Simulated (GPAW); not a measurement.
# Ballistic transport through H2 in line between two Sn chains, cheap and dear

Wanted: the zero-bias transmission of H2 in line between two Sn chains on a ladder of levels, with run times.

Program: GPAW 26.7.0. Level of theory: GPAW LCAO, PAW setups; Landauer transmission from Green's functions with principal layers (ASE), zero bias. Results are calculated unless marked as measured.

## Step 1: The starting structure

The cell holds 12 atoms: 10 Sn and 2 H. Cell: a = 9.000 Å, b = 9.000 Å, c = 28.827 Å, α = 90.0°, β = 90.0°, γ = 90.0°. Regions: left lead, 5 atoms (5 Sn); channel, 2 atoms (2 H); right lead, 5 atoms (5 Sn). Vacuum lies along a and b. The structure is stacked along c, and the current runs across the ab planes.

## Step 2: GPAW, dzp

Localised orbitals split the wire into layers that couple to their neighbours alone, which is what the Green's function method needs; double zeta with polarisation is the usual level for numbers.

The input, run.py:

```python
import json
import numpy as np
from ase import Atoms
from ase.transport.calculators import TransportCalculator
from gpaw import GPAW, FermiDirac
from gpaw.lcao.tools import get_lcao_hamiltonian
from scipy.linalg import eigh

# The junction with lead layers at both ends, along the third cell vector
device = Atoms(
    ['Sn', 'Sn', 'Sn', 'Sn', 'Sn', 'H', 'H', 'Sn', 'Sn', 'Sn', 'Sn', 'Sn'],
    positions=[
        [4.50000, 4.50000, 1.37500],
        [4.50000, 4.50000, 4.12500],
        [4.50000, 4.50000, 6.87500],
        [4.50000, 4.50000, 9.62500],
        [4.50000, 4.50000, 12.37500],
        [4.50000, 4.50000, 13.98840],
        [4.50000, 4.50000, 14.83840],
        [4.50000, 4.50000, 16.45180],
        [4.50000, 4.50000, 19.20180],
        [4.50000, 4.50000, 21.95180],
        [4.50000, 4.50000, 24.70180],
        [4.50000, 4.50000, 27.45180]],
    cell=[[9.0, 0.0, 0.0], [0.0, 9.0, 0.0], [0.0, 0.0, 28.8268]],
    pbc=True)

# One principal layer of the lead: the first 3 atoms of the device
lead = Atoms(
    ['Sn', 'Sn', 'Sn'],
    positions=[
        [4.50000, 4.50000, 1.37500],
        [4.50000, 4.50000, 4.12500],
        [4.50000, 4.50000, 6.87500]],
    cell=[[9.0, 0.0, 0.0], [0.0, 9.0, 0.0], [0.0, 0.0, 8.25]],
    pbc=True)

settings = dict(mode='lcao', basis='dzp', xc='PBE', h=0.2,
                occupations=FermiDirac(0.1), maxiter=250,
                mixer=dict(beta=0.1, nmaxold=8, weight=100.0),
                convergence=dict(density=0.0001))
energies = np.arange(-2, 2 + 1e-9, 0.05)
eta = 0.0001
n1, n2 = 1, 1
# k and -k transmit alike, so half of the mesh across the current serves
mesh = [(i, j) for i in range(n1) for j in range(n2) if (i, j) <= (-i % n1, -j % n2)]
weights = np.array([1 if (i, j) == (-i % n1, -j % n2) else 2 for i, j in mesh]) / (n1 * n2)

# [... helper functions left out ...]
fermi_lead = ground_state(lead, (1, 1, 14), 'lead.txt')
fermi_device = ground_state(device, (1, 1, 3), 'device.txt')
# [... loop over the mesh left out, but for ...]
        # Shift the lead onto the potential of the device's first layer
        shift = ((H[:, 0, 0] - H0[:, 0, 0]) / S0[0, 0]).real.mean()
# [...]
kT = 8.617333e-5 * 77
bias = [0.1, 0.2, 0.5, 1.0, 1.5, 2.0]
# [... integrals and printing left out ...]
```

Started as:

```bash
> OMP_NUM_THREADS=1 OPENBLAS_NUM_THREADS=1 python run.py
```

Log:

```text
basis functions: device 240, principal layer 69
Fermi level: lead -2.9469 eV, device -2.9218 eV; lead shifted by -0.0174 eV
largest coupling past the next layer 3.84e-07 eV, largest misfit of the first layer 0.072 eV
  E-E_F (eV)   T (one spin)  [channel counts left out]
    -2.000    9.9680e-01
    -1.950    9.9760e-01
    -1.900    9.9819e-01
    -1.850    9.9863e-01
    -1.800    9.9895e-01
    -1.750    9.9917e-01
    -1.700    9.9932e-01
    -1.650    9.9941e-01
    -1.600    9.9946e-01
    -1.550    9.9947e-01
    -1.500    9.9945e-01
    -1.450    9.9941e-01
    -1.400    9.9935e-01
    -1.350    9.9928e-01
    -1.300    9.9920e-01
    -1.250    9.9912e-01
[...]
1.650    1.4624e+00
     1.700    1.4572e+00
     1.750    1.4511e+00
     1.800    1.4443e+00
     1.850    1.4365e+00
     1.900    1.4279e+00
     1.950    1.4184e+00
     2.000    1.4082e+00
conductance at 77 K: 2.023 G0 a cell; thermopower 0.2841 uV/K
current from the zero-bias T(E) at 0.1 V: 15.651 uA
current from the zero-bias T(E) at 0.2 V: 31.184 uA
current from the zero-bias T(E) at 0.5 V: 76.03 uA
current from the zero-bias T(E) at 1.0 V: 142.17 uA
current from the zero-bias T(E) at 1.5 V: 199.04 uA
current from the zero-bias T(E) at 2.0 V: 247.9 uA
```

It took 26 s on 1 thread of AMD EPYC 9R45, shared host; peak memory 0.98 GiB.

Numbers from this step:

```yaml
conductance: 2.023 G₀
largest_coupling_past_the_next_principal_layer: 3.84e-7 eV
largest_misfit_of_the_first_principal_layer: 0.07171 eV
shift_that_aligns_the_lead: -0.01741 eV
basis_functions_of_the_junction: 240
basis_functions_of_a_principal_layer: 69
transmission_at_the_fermi_level_one_spin: 2.024
```

One spin. Transmission, zone mean against energy, zero at the Fermi level:

```tsv
energy (eV)	transmission, zone mean
-2.00	0.997
-1.90	0.998
-1.80	0.999
-1.70	0.999
-1.55	0.999
-1.45	0.999
-1.35	0.999
-1.25	0.999
-1.15	0.999
-1.05	0.999
-0.90	0.998
-0.80	1.03
-0.70	1.26
-0.60	1.42
-0.50	1.53
-0.40	1.66
-0.25	1.88
-0.15	1.99
-0.05	2.03
0.00	2.02
0.05	2.00
0.15	1.92
0.25	1.83
0.40	1.69
0.50	1.62
0.60	1.57
0.70	1.54
0.80	1.51
0.90	1.50
1.05	1.49
1.15	1.48
1.25	1.48
1.35	1.48
1.45	1.48
1.55	1.47
1.70	1.46
1.80	1.44
1.90	1.43
2.00	1.41
```

Not self-consistent under bias; the bias window is split evenly. Table of current through one cell, from the zero-bias transmission by bias:

```tsv
bias (V)	current through one cell, from the zero-bias transmission (μA)
0.100	15.7
0.200	31.2
0.500	76.0
1.000	142
1.500	199
2.000	248
```

Table of transmission of the three most open eigenchannels by energy, zero at the Fermi level:

```tsv
energy (eV)	channel 1	channel 2 = channel 3
-2.000	0.997	0
-1.800	0.999	0
-1.600	0.999	0
-1.400	0.999	0
-1.200	0.999	0
-1.000	0.999	0
-0.800	0.998	0.0157
-0.600	0.998	0.212
-0.400	0.997	0.330
-0.200	0.996	0.473
0.000	0.995	0.514
0.200	0.995	0.440
0.400	0.994	0.350
0.600	0.993	0.290
0.800	0.993	0.260
1.000	0.993	0.248
1.200	0.993	0.244
1.400	0.993	0.242
1.600	0.994	0.236
1.800	0.994	0.225
2.000	0.995	0.207
```

Couplings past the next layer reach 3.8e-7 eV, small enough to drop; the matrix elements of the cell's first layer differ from the bulk lead's by up to 0.072 eV. That layer keeps its own values in the calculation, and only beyond it is the lead taken as perfect. The Fermi levels of lead and junction count from different zeros of potential, one for each periodic cell; with both set to zero, the small remaining shift is what aligns them. By hand: G = 2.023 × 77.48 μS = 157 μS, a resistance of 6.38 kΩ; at 0.1 V a linear junction would pass 15.7 μA, and the integral over the bias window gives 15.7 μA.

## Step 3: Single-zeta polarised basis

The second zeta is dropped, the polarisation orbitals stay.

Edit run.py of step 2 so:

```diff
@@ -37,3 +37,3 @@
 
-settings = dict(mode='lcao', basis='dzp', xc='PBE', h=0.2,
+settings = dict(mode='lcao', basis='szp(dzp)', xc='PBE', h=0.2,
                 occupations=FermiDirac(0.1), maxiter=250,
```

Log:

```text
basis functions: device 148, principal layer 42
Fermi level: lead -3.2113 eV, device -3.1732 eV; lead shifted by -0.0116 eV
largest coupling past the next layer 3.63e-07 eV, largest misfit of the first layer 0.072 eV
  E-E_F (eV)   T (one spin)  [channel counts left out]
    -2.000    9.9928e-01
    -1.950    9.9943e-01
    -1.900    9.9941e-01
    -1.850    9.9928e-01
    -1.800    9.9907e-01
    -1.750    9.9881e-01
    -1.700    9.9851e-01
    -1.650    9.9819e-01
    -1.600    9.9786e-01
    -1.550    9.9752e-01
    -1.500    9.9719e-01
    -1.450    9.9686e-01
    -1.400    9.9655e-01
    -1.350    9.9624e-01
    -1.300    9.9595e-01
    -1.250    9.9566e-01
[...]
1.650    1.4120e+00
     1.700    1.4070e+00
     1.750    1.4013e+00
     1.800    1.3949e+00
     1.850    1.3878e+00
     1.900    1.3801e+00
     1.950    1.3717e+00
     2.000    1.3626e+00
conductance at 77 K: 2.0201 G0 a cell; thermopower 0.261 uV/K
current from the zero-bias T(E) at 0.1 V: 15.628 uA
current from the zero-bias T(E) at 0.2 V: 31.134 uA
current from the zero-bias T(E) at 0.5 V: 75.851 uA
current from the zero-bias T(E) at 1.0 V: 141.59 uA
current from the zero-bias T(E) at 1.5 V: 197.52 uA
current from the zero-bias T(E) at 2.0 V: 245.4 uA
```

Elapsed: 23 s, on 1 thread; peak memory 0.96 GiB.

This step gave:

```yaml
conductance: 2.020 G₀
largest_coupling_past_the_next_principal_layer: 3.63e-7 eV
largest_misfit_of_the_first_principal_layer: 0.07186 eV
shift_that_aligns_the_lead: -0.01157 eV
basis_functions_of_the_junction: 148
basis_functions_of_a_principal_layer: 42
transmission_at_the_fermi_level_one_spin: 2.022
```

One spin. Table of transmission, zone mean by energy, zero at the Fermi level:

energy (eV), transmission, zone mean and a bar from the least value:
```
    -2.00       1.00 
    -1.85       1.00 
    -1.70       1.00 
    -1.60       1.00 
    -1.45       1.00 
    -1.30       1.00 
    -1.15       1.00 
    -1.05       0.99 
    -0.90       0.99 
    -0.75       1.09 ###
    -0.60       1.41 ############
    -0.50       1.52 ###############
    -0.35       1.72 #####################
    -0.20       1.93 ###########################
    -0.05       2.03 ##############################
     0.00       2.02 ##############################
     0.05       2.00 #############################
     0.20       1.87 #########################
     0.35       1.72 #####################
     0.50       1.61 ##################
     0.60       1.55 ################
     0.75       1.49 ##############
     0.90       1.46 ##############
     1.05       1.44 #############
     1.15       1.44 #############
     1.30       1.43 #############
     1.45       1.43 #############
     1.60       1.42 ############
     1.70       1.41 ############
     1.85       1.39 ###########
     2.00       1.36 ###########
```

Not self-consistent under bias; the bias window is split evenly. Current through one cell, from the zero-bias transmission against bias:

```tsv
bias (V)	current through one cell, from the zero-bias transmission (μA)
0.100	15.6
0.200	31.1
0.500	75.9
1.000	142
1.500	198
2.000	245
```

Table of transmission of the three most open eigenchannels by energy, zero at the Fermi level:

```tsv
energy (eV)	channel 1	channel 2 = channel 3
-2.00	0.999	0
-1.85	0.999	0
-1.70	0.999	0
-1.60	0.998	0
-1.45	0.997	0
-1.30	0.996	0
-1.15	0.995	0
-1.05	0.995	0
-0.90	0.994	1.8e-12
-0.75	0.993	0.0497
-0.60	0.993	0.206
-0.50	0.992	0.264
-0.35	0.992	0.365
-0.20	0.991	0.471
-0.05	0.990	0.519
0.00	0.990	0.516
0.05	0.990	0.505
0.20	0.989	0.441
0.35	0.989	0.367
0.50	0.988	0.309
0.60	0.988	0.281
0.75	0.988	0.253
0.90	0.988	0.237
1.05	0.988	0.228
1.15	0.988	0.225
1.30	0.989	0.222
1.45	0.989	0.219
1.60	0.990	0.213
1.70	0.990	0.209
1.85	0.991	0.199
2.00	0.991	0.186
```

The conductance equals that of the dzp run to 0.2 %.

## Step 4: GPAW, sz: basis = "sz(dzp)"

The minimal basis is the cheapest rung: no second zeta and no polarisation.

Edit run.py of step 3 so:

```diff
@@ -37,3 +37,3 @@
 
-settings = dict(mode='lcao', basis='szp(dzp)', xc='PBE', h=0.2,
+settings = dict(mode='lcao', basis='sz(dzp)', xc='PBE', h=0.2,
                 occupations=FermiDirac(0.1), maxiter=250,
```

Log:

```text
basis functions: device 92, principal layer 27
Fermi level: lead -3.0929 eV, device -3.0622 eV; lead shifted by -0.0196 eV
largest coupling past the next layer 4.07e-07 eV, largest misfit of the first layer 0.089 eV
  E-E_F (eV)   T (one spin)  [channel counts left out]
    -2.000    9.9940e-01
    -1.950    9.9928e-01
    -1.900    9.9911e-01
[...]
1.950    1.2840e+00
     2.000    1.2771e+00
conductance at 77 K: 1.8758 G0 a cell; thermopower 0.3326 uV/K
current from the zero-bias T(E) at 0.1 V: 14.513 uA
current from the zero-bias T(E) at 0.2 V: 28.917 uA
current from the zero-bias T(E) at 0.5 V: 70.538 uA
current from the zero-bias T(E) at 1.0 V: 132.09 uA
current from the zero-bias T(E) at 1.5 V: 185.77 uA
current from the zero-bias T(E) at 2.0 V: 232.16 uA
```

Run time: 17 s. Hardware: 1 thread; peak memory 0.9 GiB.

Numbers from this step:

| Quantity | Value |
| --- | --- |
| conductance | 1.876 G₀ |
| largest coupling past the next principal layer | 4.07e-7 eV |
| largest misfit of the first principal layer | 0.08906 eV |
| shift that aligns the lead | -0.01964 eV |
| basis functions of the junction | 92 |
| basis functions of a principal layer | 27 |
| transmission at the Fermi level (one spin) | 1.877 |

The conductance, 1.88 G₀, lies 7.3 % below that of the dzp run.

## Step 5: LDA in the dzp basis: xc = "LDA"

Back in the dzp basis, the functional changes from PBE to LDA, to set the spread between functionals beside that between bases.

Edit run.py of step 4 so:

```diff
@@ -37,3 +37,3 @@
 
-settings = dict(mode='lcao', basis='sz(dzp)', xc='PBE', h=0.2,
+settings = dict(mode='lcao', basis='dzp', xc='LDA', h=0.2,
                 occupations=FermiDirac(0.1), maxiter=250,
```

Log:

```text
basis functions: device 240, principal layer 69
Fermi level: lead -3.1886 eV, device -3.1658 eV; lead shifted by -0.0156 eV
largest coupling past the next layer 3.90e-07 eV, largest misfit of the first layer 0.066 eV
  E-E_F (eV)   T (one spin)  [channel counts left out]
    -2.000    9.9658e-01
    -1.950    9.9751e-01
    -1.900    9.9819e-01
[...]
1.950    1.4216e+00
     2.000    1.4103e+00
conductance at 77 K: 2.0887 G0 a cell; thermopower 0.2505 uV/K
current from the zero-bias T(E) at 0.1 V: 16.16 uA
current from the zero-bias T(E) at 0.2 V: 32.196 uA
current from the zero-bias T(E) at 0.5 V: 78.48 uA
current from the zero-bias T(E) at 1.0 V: 146.6 uA
current from the zero-bias T(E) at 1.5 V: 204.53 uA
current from the zero-bias T(E) at 2.0 V: 253.86 uA
```

Elapsed: 23 s, on 1 thread; peak memory 0.98 GiB.

Numbers from this step:

| Quantity | Value |
| --- | --- |
| conductance | 2.089 G₀ |
| largest coupling past the next principal layer | 3.90e-7 eV |
| largest misfit of the first principal layer | 0.06619 eV |
| shift that aligns the lead | -0.01564 eV |
| basis functions of the junction | 240 |
| basis functions of a principal layer | 69 |
| transmission at the Fermi level (one spin) | 2.090 |

The conductance, 2.09 G₀, lies 3.3 % above that of the dzp run.

## Step 6: Cost and result by level

Times are for 1 thread of AMD EPYC 9R45, shared host. The series side by side:

```tsv
no.	run	conductance (G₀)	time	memory (GiB)
1	dzp	2.023	26 s	0.98
2	szp	2.020	23 s	0.96
3	sz	1.876	17 s	0.9
4	dzp LDA	2.089	23 s	0.98
```

## Step 7: Comparison

The curves are compared point by point over the common energies.

This step: comparison of transmission and cost over codes and levels (GPAW 26.7.0).

Ladder, by row:

```tsv
step	code	T at the Fermi level (sum over the listed spins)	conductance (G0)	r.m.s. T(E) from the first	wall time (s)	peak memory (GiB)	threads
dzp	GPAW	2.024	2.023	0	26.25	0.98	1
szp	GPAW	2.022	2.02	0.02795	22.79	0.96	1
sz	GPAW	1.877	1.876	0.1153	17.45	0.9	1
dzp-LDA	GPAW	2.09	2.089	0.03296	23.09	0.98	1
```

The transmission, zone mean, sum over the listed spins by energy, zero at the Fermi level:

```tsv
energy (eV)	dzp	szp	sz	dzp-LDA
-2.000	0.997	0.999	0.999	0.997
-1.800	0.999	0.999	0.999	0.999
-1.600	0.999	0.998	0.998	0.999
-1.400	0.999	0.997	0.997	0.999
-1.200	0.999	0.995	0.996	0.999
-1.000	0.999	0.994	0.996	0.998
-0.800	1.03	0.994	1.11	1.01
-0.600	1.42	1.41	1.38	1.45
-0.400	1.66	1.65	1.57	1.70
-0.200	1.94	1.93	1.81	2.00
-0.050	2.03	2.03	1.89	2.10
0.000	2.02	2.02	1.88	2.09
0.200	1.88	1.87	1.73	1.94
0.400	1.69	1.68	1.55	1.75
0.600	1.57	1.55	1.43	1.62
0.800	1.51	1.48	1.36	1.55
1.000	1.49	1.45	1.33	1.52
1.200	1.48	1.44	1.32	1.50
1.400	1.48	1.43	1.32	1.50
1.600	1.47	1.42	1.31	1.48
1.800	1.44	1.39	1.30	1.45
2.000	1.41	1.36	1.28	1.41
```

## Step 8: Density threshold 1e-06, mixing 0.25, mixing history 3

The Hamiltonian is taken from the last density. The density threshold is one of the tests that end the cycle; the energy must settle too, so a loose value may not be the test that decides. Mixing changes the road to self-consistency, not its end. The mixing history changes the road to self-consistency, not its end. The real-space grid carries density and potential; a coarse one breaks translation symmetry along the lead and scatters electrons that should pass.

This step: GPAW LCAO, PAW setups; Landauer transmission from Green's functions with principal layers (ASE), zero bias (GPAW 26.7.0).

Edit run.py of step 5 so:

```diff
@@ -37,6 +37,6 @@
 
-settings = dict(mode='lcao', basis='dzp', xc='LDA', h=0.2,
+settings = dict(mode='lcao', basis='dzp', xc='PBE', h=0.25,
                 occupations=FermiDirac(0.1), maxiter=250,
-                mixer=dict(beta=0.1, nmaxold=8, weight=100.0),
-                convergence=dict(density=0.0001))
+                mixer=dict(beta=0.25, nmaxold=3, weight=100.0),
+                convergence=dict(density=1e-06))
 energies = np.arange(-2, 2 + 1e-9, 0.05)
```

Log:

```text
basis functions: device 240, principal layer 69
Fermi level: lead -2.9467 eV, device -2.9219 eV; lead shifted by -0.0174 eV
largest coupling past the next layer 3.84e-07 eV, largest misfit of the first layer 0.072 eV
  E-E_F (eV)   T (one spin)  [channel counts left out]
    -2.000    9.9687e-01
    -1.950    9.9766e-01
    -1.900    9.9824e-01
    -1.850    9.9867e-01
    -1.800    9.9898e-01
    -1.750    9.9920e-01
    -1.700    9.9934e-01
    -1.650    9.9942e-01
    -1.600    9.9946e-01
    -1.550    9.9946e-01
    -1.500    9.9944e-01
    -1.450    9.9939e-01
    -1.400    9.9933e-01
    -1.350    9.9926e-01
    -1.300    9.9918e-01
    -1.250    9.9908e-01
[...]
1.650    1.4623e+00
     1.700    1.4571e+00
     1.750    1.4511e+00
     1.800    1.4442e+00
     1.850    1.4364e+00
     1.900    1.4278e+00
     1.950    1.4183e+00
     2.000    1.4080e+00
conductance at 77 K: 2.0234 G0 a cell; thermopower 0.284 uV/K
current from the zero-bias T(E) at 0.1 V: 15.655 uA
current from the zero-bias T(E) at 0.2 V: 31.19 uA
current from the zero-bias T(E) at 0.5 V: 76.045 uA
current from the zero-bias T(E) at 1.0 V: 142.2 uA
current from the zero-bias T(E) at 1.5 V: 199.08 uA
current from the zero-bias T(E) at 2.0 V: 247.93 uA
```

Run time: 42 s. Hardware: 1 thread; peak memory 0.53 GiB.

The run finished with changed settings (conv = 1e-06, beta = 0.25, nmaxold = 3 and h = 0.25); it serves as a test.

Side by side:

```tsv
quantity	this run	sound run	difference
conductance (G₀)	2.0234	2.0230	4.3e-4
largest coupling past the next principal layer (eV)	3.838e-7	3.838e-7	2.4e-11
largest misfit of the first principal layer (eV)	0.071821	0.071710	1.1e-4
shift that aligns the lead (eV)	-0.017378	-0.017410	3.2e-5
transmission at the Fermi level (one spin)	2.0249	2.0244	4.3e-4
```

## Step 9: Mixing 0.15, functional BLYP

Mixing changes the road to self-consistency, not its end. The mixing history changes the road to self-consistency, not its end. The functional moves levels against the Fermi level. The broadening keeps the Green's functions finite; too large a value absorbs electrons where channels are open and leaks them where none are.

Edit run.py of step 8 so:

```diff
@@ -37,8 +37,8 @@
 
-settings = dict(mode='lcao', basis='dzp', xc='PBE', h=0.25,
+settings = dict(mode='lcao', basis='dzp', xc='BLYP', h=0.2,
                 occupations=FermiDirac(0.1), maxiter=250,
-                mixer=dict(beta=0.25, nmaxold=3, weight=100.0),
-                convergence=dict(density=1e-06))
+                mixer=dict(beta=0.15, nmaxold=3, weight=100.0),
+                convergence=dict(density=0.0001))
 energies = np.arange(-2, 2 + 1e-9, 0.05)
-eta = 0.0001
+eta = 0.01
 n1, n2 = 1, 1
```

Log:

```text
FileNotFoundError: Could not find required PAW dataset file "Sn.BLYP".
```

Elapsed: 0.48 s, on 1 thread; peak memory 0.1 GiB.

The input was rejected at the start.

The program's message: “FileNotFoundError: Could not find required PAW dataset file "Sn.BLYP".”

## Step 10: What came out

| Quantity | Value |
| --- | --- |
| conductance | 2.02 G₀ |
| transmission at the Fermi level, mean of the spins | 2.02 |
| thermopower | about 0 (under 1.5 μV/K) |

What this shows: In the dzp basis the junction conducts 2.02 G₀ at 77 K, with T = 2.02 a spin at the Fermi level; the sz basis reaches that conductance within 10 %. At the Fermi level the three most open eigenchannels pass 1.00, 0.51 and 0.51. Measured against the first run (dzp), the nearest curve is that of szp (r.m.s. 0.028) and the farthest that of sz (0.12). Over the compared runs wall time goes from 17 s (sz) to 26 s (dzp), on a shared host. The geometry was built from estimated bond lengths and not relaxed, so the numbers describe this model structure. Spin-orbit coupling is left out, which matters for the heavy atoms here. An evenly spaced straight chain is an idealisation: free chains tend to dimerise, zigzag or, where a band edge lies near the Fermi level, turn magnetic. The currents use the zero-bias T(E) throughout, which holds only while the bias is small against the distance to the nearest feature. The energy step is wider than the thermal energy, so the conductance and thermopower rest on interpolation of T(E).

[Logs are printed without paths, hosts, clocks, repeated set-up lines and the standing remarks that a program may print on its own settings, such as how far it seeks lower states.]

[Hosts, paths, dates, database ids (printed as entryN), source tags and the programs' standing remarks are cut or masked in the printed files.]
